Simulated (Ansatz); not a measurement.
# CuS (F-43m): from the cell to its phonons, part 2 of 2

Wanted: phonon frequencies of CuS (F-43m) and what follows from them.

Ansatz 0.2.0; DFT PBEsol+D3(BJ), scalar-relativistic, plane waves, PAW.

So far. Step 3 (Relaxing to small forces for the phonons): The forces vanish by symmetry and the pressure is -0.001 GPa, within the tolerances set. The cell now holds 16.30 Å³/atom. Step 4 (Linear response at the zone centre): Before it was imposed, the acoustic sum rule was missed by 1.2e-5 eV/Å². Small misses are needed for a sound result but don't prove that mesh and cutoff are converged. The lowest optical mode is real, 308 cm⁻¹. The relaxed cell has a = 5.071 Å (conventional setting).

### 5. The dispersion

Stability and thermal properties need the whole zone. Linear response on a 4×4×4 q mesh gives force constants as far as a supercell of that size would.

File input.yaml:

```yaml
crystal:
  lattice:
    - [0.0, 2.5355899304, 2.5355899304]
    - [2.5355899304, 0.0, 2.5355899304]
    - [2.5355899304, 2.5355899304, 0.0]
  atoms:
    - { symbol: Cu, position: [0.25, 0.25, 0.25] }
    - { symbol: S, position: [0.0, 0.0, 0.0] }
kpoints:
  mp_grid: { grid: [12, 12, 12] }
hamiltonian:
  xc: pbesol
  dispersion: d3bj
scf:
  occupations: { method: methfessel_paxton, width: 0.15 }
output:
  eigenvalues: true
phonons:
  method: dfpt
  qmesh: [4, 4, 4]
  temperatures: { t_max: 1000, t_step: 50 }
  qpath:
    path:
      - [[0.0, 0.0, 0.0], [-0.5, -0.5, 0.0], [-0.375, -0.375, 0.25]]
      - [[-0.375, 0.0, 0.375], [0.0, 0.0, 0.0], [0.0, 0.0, 0.5], [-0.5, -0.25, 0.25], [-0.5, -0.5, 0.0]]
    npoints: 10
```

Launch:

```bash
> ansatz run input.yaml --threads 4 --pin off --max-ram 7168MiB --backend cpu --events-out ev --progress --plain --runs-dir out
```

Numbers of over 12 decimals in the logs are rounded to 6 here.

The program printed:

```text
[...]
Crystal: 2 atoms, lattice volume = 32.604 Å³
Basis set: ecut = 420 eV, 609 PW (Γ), exchange–correlation on 48×48×48 points (8 copies of the dense FFT grid, shifted against one another)
Bands: 17, of which v1, the nominal top of the filled ones, is band 13 counted from 1 (12 counted from 0)
Symmetry: 24 space group operations
k-points: 72 of 1728 (time reversal used)
[...]
SCF iter   1: F=—  HF=-7474.767560 eV  |F-HF|=—  |Δ(HF+E_count)|=         —  Δρ=1.17e-2  dr2=2.76e-2  ethr=1.77e-3  ⟨swp⟩=5.1  Hψ=6147  notcnv=0
[...]
SCF iter   9: F=-7474.760298 eV  HF=-7474.760298 eV  |F-HF|=1.82e-12  |Δ(HF+E_count)|=  4.55e-12  S|Δr|=    0.00e0  Δρ=2.03e-8  dr2=1.03e-13  ethr=1.00e-12  ⟨swp⟩=5.8  Hψ=5134  notcnv=0
SCF 1 converged in 9 iterations: F = -7474.760298 eV  dr2 = 1.03e-13
[...]
phonons: the bands overlap, so this run is a metal and interpolates without the dipole-dipole term. If the crystal is really an insulator or semiconductor, its LO-TO splitting is missing
NSCF: frozen V_eff on 72 k-points
[...]
DFPT response loops at q = (0, 0, 0) (fractional): preconditioner auto → Kerker (q_TF=auto, 2.610 Å⁻¹) (partly filled bands, converged f_vac=0.025); β = 1.00, the filter's whole step (`scf.mixing.beta` (0.50) is not read by the response loops under this deck's `scf.mixing.preconditioner`; to damp them name `kerker` or `kerker_dos`, under which they read `scf.mixing.beta`, and type it under 1.00, their step now; both keys bind the ground state too); Broyden in place of MSR1
[...]
SCF converged after 9 iterations
[...]
Free energy (F): -7474.760298 eV
[...]
Internal energy: -7474.761121 eV  (E = F + TS)
E sigma→0 (E₀):  -7474.760504 eV
Entropy (-TS):   0.000823 eV (0.411 meV/atom)
Fermi energy:    9.209991 eV
[...]
--- Band table (eV; the first three rows and the last of 72) ---
  k-point 0: bands = [... 9 lower, 6.3412, 10.6051, 10.6051, 10.6051, 12.8706, 16.3205, 16.3205, 16.3205]
  k-point 1: bands = [... 9 lower, 6.3361, 10.0668, 10.5083, 10.5083, 13.2970, 16.3000, 16.4738, 16.4738]
  k-point 2: bands = [... 9 lower, 6.3279, 9.0517, 10.2596, 10.2596, 13.8827, 16.4887, 16.8184, 16.8184]
  k-point 71: bands = [... 9 lower, 6.4094, 6.6372, 6.9683, 7.8900, 15.5861, 17.1034, 17.9573, 18.2255]
--- Phonons (Γ-DFPT): 2 representative perturbations + reference (Σ response iterations 6) ---
  ASR residual: 1.226e-5 → 0.000e0 eV/Å²; symmetrization residual: 1.497e-6 eV/Å²
[...]
ASR residual per site (eV/Å²): 1.11e-5 1.23e-5
  Γ frequencies (cm⁻¹): 0.00 0.00 0.00 307.65 307.65 307.65
--- Phonons (arbitrary-q DFPT): 8 irreducible q on the 4×4×4 mesh ---
  q = [0.0000, 0.0000, 0.0000] (star 1, of the zone-centre solve; hermiticity 4.04e-7, symmetrization 6.90e-13): -0.00 -0.00 0.00 307.65 307.65 307.65
  q = [0.0000, 0.0000, 0.2500] (star 8, 2 solved perturbations on 936 of 1728 k-point pairs; hermiticity 2.60e-7, symmetrization 1.26e-7): 47.91 47.91 136.45 312.23 319.41 319.41
[...]
q = [0.0000, 0.2500, 0.2500] (star 6, 4 solved perturbations in 1608 linear systems a pass and spin channel, the states on 510 of 1728 k-point pairs; hermiticity 9.12e-7, symmetrization 8.07e-8): 68.55 68.55 149.89 318.86 318.86 320.47
[...]
sum rule: each row above includes the acoustic sum rule's correction from the zone centre's row sums; it moved no ω² by more than (0.32 cm⁻¹)²
  mesh force constants: q→R imaginary residual 2.07e-18; ASR residual 1.226e-5 → 0.000e0 eV/Å²; symmetrization residual 3.553e-15 eV/Å²
  interpolated dispersion: 62 rows × 6 modes
  density of states and harmonic sums: on the 24×24×24 q-mesh, interpolated from the force constants of a 4×4×4 supercell (no non-analytic term)
  largest difference from the sums on the solved wave vectors: F 1.24e-2 eV, S 1.64e-5 and C_V 4.02e-6 eV/K
  zero-point energy: 0.081416 eV/cell   skipped modes (ω ≤ 0): 3   left out of the sums: 3.62e-5 of the cell's modes: C_V's classical limit lies that fraction below 3 k_B per atom; for a crystal, a wire or a layer, F and S can be off by more, and a phonons.interpolated_qmesh denser along its periods is the remedy for the sampling
```

Run time: 3.3 min. Hardware: 4 threads of Arm Neoverse V1, shared host; peak memory 2.4 GiB; 12 min of CPU time.

Numbers from this step:

- sum-rule residual before enforcement: 1.23e-5 eV/Å²
- lowest frequency on the path: 0 cm⁻¹
- highest frequency on the path or at a solved wavevector: 351.9 cm⁻¹
- mean frequency: 218.9 cm⁻¹
- Debye temperature (second moment): 460 K
- logarithmic mean frequency: 179.2 cm⁻¹
- lowest mode on the q mesh (acoustic modes at Γ apart): 47.91 cm⁻¹
- zero-point energy per atom: 40.71 meV
- heat capacity at 300 K: 22.31 J/(mol atoms K)
- vibrational entropy at 300 K: 30.12 J/(mol atoms K)
- edges of the widest gap between branches, on path and mesh: 206.2, 306.8 cm⁻¹

Frequencies (cm⁻¹) solved at each irreducible wavevector; negative means imaginary. Frequencies by wavevector, by row:

| q in reciprocal lattice units | star | mode 1 | mode 2 | mode 3 | mode 4 | mode 5 | mode 6 |
| --- | --- | --- | --- | --- | --- | --- | --- |
| 0 0 0 | 1 | 0 | 0 | 0 | 307.6 | 307.6 | 307.6 |
| 0 0 0.25 | 8 | 47.9 | 47.9 | 136.4 | 312.2 | 319.4 | 319.4 |
| 0 0 -0.5 | 4 | 67.1 | 67.1 | 187.4 | 334.3 | 334.3 | 350.2 |
| 0 0.25 0.25 | 6 | 68.5 | 68.5 | 149.9 | 318.9 | 318.9 | 320.5 |
| 0 0.25 -0.5 | 24 | 77.9 | 92.3 | 191.9 | 321.6 | 334 | 347.4 |
| 0 0.25 -0.25 | 12 | 61.5 | 91.7 | 176.4 | 310.8 | 323.5 | 338.5 |
| 0 -0.5 -0.5 | 3 | 78.4 | 78.4 | 206.2 | 314.4 | 335.9 | 335.9 |
| 0.25 -0.5 -0.25 | 6 | 85.7 | 91.1 | 199.6 | 322.2 | 339.4 | 346.4 |

Interpolated from a 4×4×4 q mesh. Phonon branches along the path, in cm⁻¹:

| point | branch 1 | branch 2 | branch 3 | branch 4 | branch 5 | branch 6 |
| --- | --- | --- | --- | --- | --- | --- |
| Γ | 0 | 0 | 0 | 308 | 308 | 308 |
| halfway | 69 | 69 | 150 | 319 | 319 | 320 |
| X | 78 | 78 | 206 | 314 | 336 | 336 |
| halfway | 80 | 85 | 204 | 317 | 337 | 341 |
| U | 80 | 96 | 199 | 321 | 336 | 348 |
| jump to K | 80 | 96 | 199 | 321 | 336 | 348 |
| halfway | 50 | 75 | 151 | 307 | 321 | 325 |
| Γ | 0 | 0 | 0 | 308 | 308 | 308 |
| halfway | 48 | 48 | 136 | 312 | 319 | 319 |
| L | 67 | 67 | 187 | 334 | 334 | 350 |
| halfway | 73 | 95 | 191 | 322 | 333 | 351 |
| W | 86 | 91 | 200 | 322 | 339 | 346 |
| halfway | 84 | 85 | 203 | 319 | 338 | 342 |
| X | 78 | 78 | 206 | 314 | 336 | 336 |

The phonon branches as a text plot (rows in cm⁻¹):

```
    345 |              ********                *****************
    330 |       *****************            ************      **
    315 | ****************************  ******        ***********
    301 |*                      ***********
    286 |
    271 |
    257 |
    242 |
    227 |
    213 |            **                                        **
    198 |         ***  *****                          *********
    183 |        *          ***                *******
    169 |       *              *              *
    154 |      *                *            *
    139 |                                   *
    125 |    **                  *
    110 |                         **       *
     95 |   *           *******           *          ********
     81 |       ************   **                  **  **********
     66 |  *   *            ***  *  *    *    *********
     51 |   ***                ** **        **
     37 | **                     *****  * **
     22 | *                         **   *
      7 |*                           ****
         Γ           X  U|K            Γ         L        W     X
```

Tetrahedra on a 24×24×24 mesh, mean over bins of 5 cm-1. Interpolated from a 4×4×4 q mesh. The phonon density of states by wavenumber; read off at these points:

| wavenumber (cm⁻¹) | phonon density of states (1/cm⁻¹/cell) |
| --- | --- |
| 2 | 1.0e-5 |
| 12 | 2.9e-4 |
| 28 | 0.00187 |
| 38 | 0.00448 |
| 52 | 0.0139 |
| 62 | 0.0268 |
| 72 | 0.0498 |
| 78 | 0.0609 |
| 88 | 0.031 |
| 98 | 0.0394 |
| 112 | 0.0014 |
| 122 | 0.00185 |
| 138 | 0.00277 |
| 148 | 0.00372 |
| 158 | 0.00515 |
| 172 | 0.00954 |
| 182 | 0.0183 |
| 188 | 0.0323 |
| 198 | 0.0319 |
| 208 | 7.1e-4 |
| 218 | 0 |
| 232 | 0 |
| 242 | 0 |
| 258 | 0 |
| 268 | 0 |
| 282 | 0 |
| 292 | 0 |
| 302 | 0 |
| 318 | 0.0872 |
| 322 | 0.119 |
| 328 | 0.0610 |
| 332 | 0.0900 |
| 342 | 0.0350 |
| 348 | 0.0628 |
| 352 | 0.0166 |

The partial phonon density of states has structure finer than the step of the table below, so its rows give means over 20 cm⁻¹, whole bins alone (the curve runs from -10 to 372 cm⁻¹). Peaks (cm⁻¹: height): Cu 79.0: 0.0476, 192.0: 0.0300, 333.9: 0.0209; S 79.0: 0.0158, 319.5: 0.0965, 333.9: 0.0643.

Phonopy on the run's constants, 19x19x19 mesh, Gaussian sigma 2.7 cm-1. Interpolated from a 4×4×4 q mesh. The partial phonon density of states by wavenumber; means over each step; values in 1/cm⁻¹/cell:

| wavenumber (cm⁻¹) | Cu | S |
| --- | --- | --- |
| 0 | 2.9e-5 | 1.5e-5 |
| 20 | 7.0e-4 | 3.4e-4 |
| 40 | 0.00423 | 0.00195 |
| 60 | 0.0183 | 0.00745 |
| 80 | 0.0366 | 0.0124 |
| 100 | 0.0154 | 0.00467 |
| 120 | 0.00131 | 4.3e-4 |
| 140 | 0.00238 | 6.2e-4 |
| 160 | 0.00496 | 9.0e-4 |
| 180 | 0.0163 | 0.00153 |
| 200 | 0.0187 | 6.1e-4 |
| 220 | 4.7e-5 | 3.0e-7 |
| 240 | 0 | 0 |
| 260 | 0 | 0 |
| 280 | 0 | 0 |
| 300 | 0.00166 | 0.00475 |
| 320 | 0.0147 | 0.0629 |
| 340 | 0.0134 | 0.0460 |
| 360 | 0.00123 | 0.00540 |

Second derivatives of the energy by pair, one row for each kind of neighbour of each atom listed. Each entry sums the pair over the periodic images of the supercell that the q mesh stands for, and in a polar crystal it holds the long-range dipole part too. Force constants by pair, by row:

| atom | neighbour | distance (Å) | third of the trace (eV/Å²) | along the pair's line (eV/Å²) |
| --- | --- | --- | --- | --- |
| Cu1 | itself | 0 | 8.219 | – |
| Cu1 | S | 2.196 | -1.828 | -5.647 |
| Cu1 | Cu | 3.586 | -0.0498 | -0.2942 |
| Cu1 | S | 4.205 | 0.0061 | -0.0306 |
| Cu1 | Cu | 5.071 | -0.0633 | -0.0957 |
| Cu1 | S | 5.526 | -0.0307 | -0.0632 |
| Cu1 | Cu | 6.211 | 0.0071 | 0.023 |
| Cu1 | S | 6.588 | 0.006 | 0.0262 |
| Cu1 | S | 6.588 | 0.0281 | 0.045 |
| S2 | itself | 0 | 10.33 | – |
| S2 | Cu | 2.196 | -1.828 | -5.647 |
| S2 | S | 3.586 | -0.2559 | -0.6508 |
| S2 | Cu | 4.205 | 0.0061 | -0.0306 |
| S2 | S | 5.071 | -0.0361 | -0.0892 |
| S2 | Cu | 5.526 | -0.0307 | -0.0632 |
| S2 | S | 6.211 | 0.0072 | 0.021 |
| S2 | Cu | 6.588 | 0.0281 | 0.045 |
| S2 | Cu | 6.588 | 0.006 | 0.0262 |

Harmonic thermodynamic functions per atom, from the density of states. Interpolated from a 4×4×4 q mesh. Thermodynamic functions, by row:

| T (K) | F_vib (meV/atom) | S (J/mol-atom/K) | C_V (J/mol-atom/K) |
| --- | --- | --- | --- |
| 0 | 40.71 | 0 | 0 |
| 50 | 40.07 | 3.833 | 6.518 |
| 100 | 36.41 | 10.25 | 12.53 |
| 200 | 19.69 | 21.55 | 19.72 |
| 300 | -7.29 | 30.12 | 22.31 |
| 400 | -42.05 | 36.7 | 23.39 |
| 500 | -82.92 | 41.99 | 23.93 |
| 600 | -128.8 | 46.38 | 24.23 |
| 700 | -178.8 | 50.13 | 24.41 |
| 800 | -232.5 | 53.4 | 24.54 |
| 900 | -289.4 | 56.29 | 24.62 |
| 1000 | -349.1 | 58.89 | 24.68 |

Harmonic mean-square displacement, third of the trace. Interpolated from a 4×4×4 q mesh. Mean square displacements, by row:

| T (K) | Cu1 U_eq (Å²) | S2 U_eq (Å²) |
| --- | --- | --- |
| 0 | 0.00246 | 0.00273 |
| 100 | 0.00501 | 0.00475 |
| 300 | 0.01351 | 0.01162 |
| 600 | 0.02672 | 0.02263 |

Symmetry leaves 8 wavevectors to solve. The lowest mode among them, the acoustic zeros apart, lies at q = (0, 0, 0.25) and is real, 47.9 cm⁻¹.

### 6. Isotope substitution, element Cu, natural mass 63.546 amu

An isotope changes the mass and not the force constants, so no new electronic calculation is needed; the shifts show which modes move this element.

The same force constants with the mass of Cu changed from 63.546 to 64.928 u (phonopy, no LO-TO term). Both lists are sorted by frequency; levels can cross, so a row need not hold one and the same mode. Modes under 3 cm⁻¹ are left out. Isotope shifts, by row:

| q | rank | natural mass (cm⁻¹) | changed mass (cm⁻¹) |
| --- | --- | --- | --- |
| 0 0 0 | 4 | 307.6 | 306.6 |
| 0 0 0 | 5 | 307.6 | 306.6 |
| 0 0 0 | 6 | 307.6 | 306.6 |
| 0 0 0.25 | 1 | 47.91 | 47.56 |
| 0 0 0.25 | 2 | 47.91 | 47.56 |
| 0 0 0.25 | 3 | 136.4 | 135.3 |
| 0 0 0.25 | 4 | 312.2 | 311.5 |
| 0 0 0.25 | 5 | 319.4 | 318.4 |
| 0 0 0.25 | 6 | 319.4 | 318.4 |
| 0 0 -0.5 | 1 | 67.07 | 66.55 |
| 0 0 -0.5 | 2 | 67.07 | 66.55 |
| 0 0 -0.5 | 3 | 187.4 | 185.5 |
| 0 0 -0.5 | 4 | 334.3 | 333.3 |
| 0 0 -0.5 | 5 | 334.3 | 333.3 |
| 0 0 -0.5 | 6 | 350.2 | 349.9 |
| 0 0.25 0.25 | 1 | 68.55 | 68.02 |
| 0 0.25 0.25 | 2 | 68.55 | 68.02 |
| 0 0.25 0.25 | 3 | 149.9 | 148.6 |
| 0 0.25 0.25 | 4 | 318.9 | 317.9 |
| 0 0.25 0.25 | 5 | 318.9 | 317.9 |
| 0 0.25 0.25 | 6 | 320.5 | 319.8 |

A mode of this element alone would shift by -1.07 %. The highest zone-centre frequency without the field goes from 307.6 to 306.6 cm⁻¹ (-0.4 %). The product of the frequency ratios over all optical modes at Γ is 0.989; the product rule, (m/m′)^(3k/2) (M′/M)^(3/2) with k = 1 such atoms and M the mass of the cell, gives 0.989.

### 7. Another isotope, element S, natural mass 32.06 amu

The same for S, from 32.06 to 33.97 u.

The same force constants with the mass of S changed from 32.060 to 33.968 u (phonopy, no LO-TO term). Both lists are sorted by frequency; levels can cross, so a row need not hold one and the same mode. Modes under 3 cm⁻¹ are left out. Isotope shifts, by row:

| q | rank | natural mass (cm⁻¹) | changed mass (cm⁻¹) |
| --- | --- | --- | --- |
| 0 0 0 | 4 | 307.6 | 301.9 |
| 0 0 0 | 5 | 307.6 | 301.9 |
| 0 0 0 | 6 | 307.6 | 301.9 |
| 0 0 0.25 | 1 | 47.91 | 47.48 |
| 0 0 0.25 | 2 | 47.91 | 47.48 |
| 0 0 0.25 | 3 | 136.4 | 135.6 |
| 0 0 0.25 | 4 | 312.2 | 305.3 |
| 0 0 0.25 | 5 | 319.4 | 313.2 |
| 0 0 0.25 | 6 | 319.4 | 313.2 |
| 0 0 -0.5 | 1 | 67.07 | 66.51 |
| 0 0 -0.5 | 2 | 67.07 | 66.51 |
| 0 0 -0.5 | 3 | 187.4 | 186.9 |
| 0 0 -0.5 | 4 | 334.3 | 327.5 |
| 0 0 -0.5 | 5 | 334.3 | 327.5 |
| 0 0 -0.5 | 6 | 350.2 | 341 |
| 0 0.25 0.25 | 1 | 68.55 | 67.99 |
| 0 0.25 0.25 | 2 | 68.55 | 67.99 |
| 0 0.25 0.25 | 3 | 149.9 | 149 |
| 0 0.25 0.25 | 4 | 318.9 | 312.3 |
| 0 0.25 0.25 | 5 | 318.9 | 312.3 |
| 0 0.25 0.25 | 6 | 320.5 | 313.2 |

A mode of this element alone would shift by -2.85 %. The highest zone-centre frequency without the field goes from 307.6 to 301.9 cm⁻¹ (-1.9 %). The product of the frequency ratios over all optical modes at Γ is 0.945; the product rule, (m/m′)^(3k/2) (M′/M)^(3/2) with k = 1 such atoms and M the mass of the cell, gives 0.945.

### 8. Summary of results

```yaml
space_group_after_relaxation_within_0p01_a: F-43m
volume_per_atom: 16.3 Å³
electronic_character: no gap on this mesh
highest_optical_mode_at_the_zone_centre_no_lo_to_term: 308 cm⁻¹
lowest_optical_zone_centre_mode: 308 cm⁻¹
lowest_mode_on_the_q_mesh_acoustic_modes_at_gamma_apart: 47.9 cm⁻¹
highest_frequency_on_the_path_or_at_a_solved_wavevector: 352 cm⁻¹
zero_point_energy_per_atom: 40.7 meV
heat_capacity_at_300_k: 22.3 J/(mol atoms K)
vibrational_entropy_at_300_k: 30.1 J/(mol atoms K)
debye_temperature_second_moment: 460 K
imaginary_modes_on_the_4x4x4_q_mesh: none
```

In words: The structure is a minimum as far as tested: no mode is imaginary at the 8 irreducible wavevectors of the 4×4×4 mesh, and the softest away from the acoustic zeros lies at 48 cm⁻¹. The optical modes at Γ form one degenerate level at 308 cm⁻¹. The highest mode in this list at Γ, 307.6 cm⁻¹, has its largest share on S (66 % of the kinetic energy). On the path and the mesh, the widest gap between branches runs from 206 to 307 cm⁻¹. With no gap, or one that is small against the smearing, the frequencies hang on the k mesh and the smearing, most of all near Kohn anomalies. The phonon runs are without spin polarisation, although the cell has an odd electron count. In the phonons the program treats the change of the C6 weights of the dispersion term with coordination only in part. These are harmonic frequencies at zero temperature: anharmonic shifts, linewidths and thermal expansion are left out.

[Logs are printed without paths, hosts, clocks, repeated set-up lines and the standing remarks that a program may print on its own settings, such as how far it seeks lower states.]

[Hosts, paths, dates, database ids (printed as entryN), source tags and the programs' standing remarks are cut or masked in the printed files.]
